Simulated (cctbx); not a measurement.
# A disordered crystal of nominal AsN6

Cell a = 6.4530 Å, b = 6.4530 Å, c = 12.5550 Å, α = 90.00°, β = 90.00°, γ = 120.00°; space group R-3m (no. 166); nominal formula AsN6.

Simulated single-crystal data (cctbx): Mo Kα, λ = 0.71073 Å, to d = 0.84 Å, 70 % of the full sphere, strongest reflection 70000 counts, noise from counting, a 2 % proportional error and a noise floor of 15 counts (s.d.); no absorption.

With every site full:

```text
Rint 0.015, 119 unique reflections to 0.84 A
cycle     R1     wR2    GooF  max shift (A)
   1  0.1003  0.2380  23.832   0.00622
   2  0.0158  0.0442   4.421   0.00001
final R1 0.0158 wR2 0.0442 GooF 4.421  parameters 15  data/parameter 7.9
atom        x        y        z      Ueq    occ   su(xyz)  su(Uiso or U11)
As1    0.33333  0.66667  0.06379   0.0061  1.000  0.00004  0.0003
N2     0.54232  0.77116  0.78321  -0.0045  1.000  0.00044  0.0010  NPD
N3     0.15310  0.30620  0.02728   0.0035  1.000  0.00048  0.0010
difference map: max 0.53 min -0.19 rms 0.10
Q1    0.0936  0.5468  0.5352   18    0.54  0.25 A from N2
Q2    0.0445  0.5222  0.3039   18    0.30  0.40 A from N3
Q3    0.0000  0.0000  0.3987    6    0.23  0.02 A from As1
Q4    0.0812  0.1623  0.0208   18    0.19  0.81 A from N3
Q5    0.0278  0.5139  0.7333   18    0.14  0.49 A from N3
Q6    0.0000  0.0000  0.5000    3    0.11  1.29 A from As1
```

With the occupancies of the suspect sites free, each still typed as its main element:

```text
Rint 0.015, 119 unique reflections to 0.84 A
cycle     R1     wR2    GooF  max shift (A)
   1  0.0585  0.1486  15.027   0.00387
   9  0.0048  0.0120   1.213   0.00003
final R1 0.0048 wR2 0.0120 GooF 1.208  parameters 17  data/parameter 7.0
atom        x        y        z      Ueq    occ   su(xyz)  su(Uiso or U11)
As1    0.33333  0.66667  0.06380   0.0065  0.954  0.00001  0.0001
N2     0.54255  0.77128  0.78339   0.0020  1.071  0.00012  0.0003
N3     0.15365  0.30731  0.02743   0.0070  1.000  0.00014  0.0003
su of occupancy As1: 0.003
su of occupancy N2: 0.005
difference map: max 0.09 min -0.09 rms 0.03
Q1    0.0769  0.1539  0.0143   18    0.09  0.87 A from N3
Q2    0.0000  0.0000  0.2201    6    0.08  1.75 A from N2
Q3    0.0895  0.1791  0.7687   18    0.07  1.45 A from N2
Q4    0.0506  0.5253  0.3727   18    0.07  0.94 A from N3
Q5    0.0000  0.0000  0.2988    6    0.07  1.23 A from As1
Q6    0.0000  0.0000  0.0563    6    0.07  1.39 A from N2
```

**Question.** What is the disorder?

X-rays count electrons. As1 refines to 0.954(0.003), or 31.5 electrons; the site truly holds 0.95 As and 0.05 N, 31.7 electrons, which is 0.961 of As; N2 refines to 1.071(0.005), or 7.5 electrons; the site truly holds 0.9833 N and 0.0167 As, 7.4 electrons, which is 1.062 of N. A value under 1 can't tell vacancies from a lighter guest, and one over 1 needs a heavier guest; chemistry or a second radiation must settle which. Occupancy correlates with U and the scale, and the two elements' form factors differ in shape, so the match is approximate.

Freeing them takes R1 from 0.0158 to 0.0048 and GooF from 4.42 to 1.21.

The model is made up (kin elements in a known structure type, no relaxation), so it says nothing on whether the phase exists.

[Middle refinement cycles are left out of these outputs.]

[Logs are printed without paths, hosts, clocks, repeated set-up lines and the standing remarks that a program may print on its own settings, such as how far it seeks lower states.]
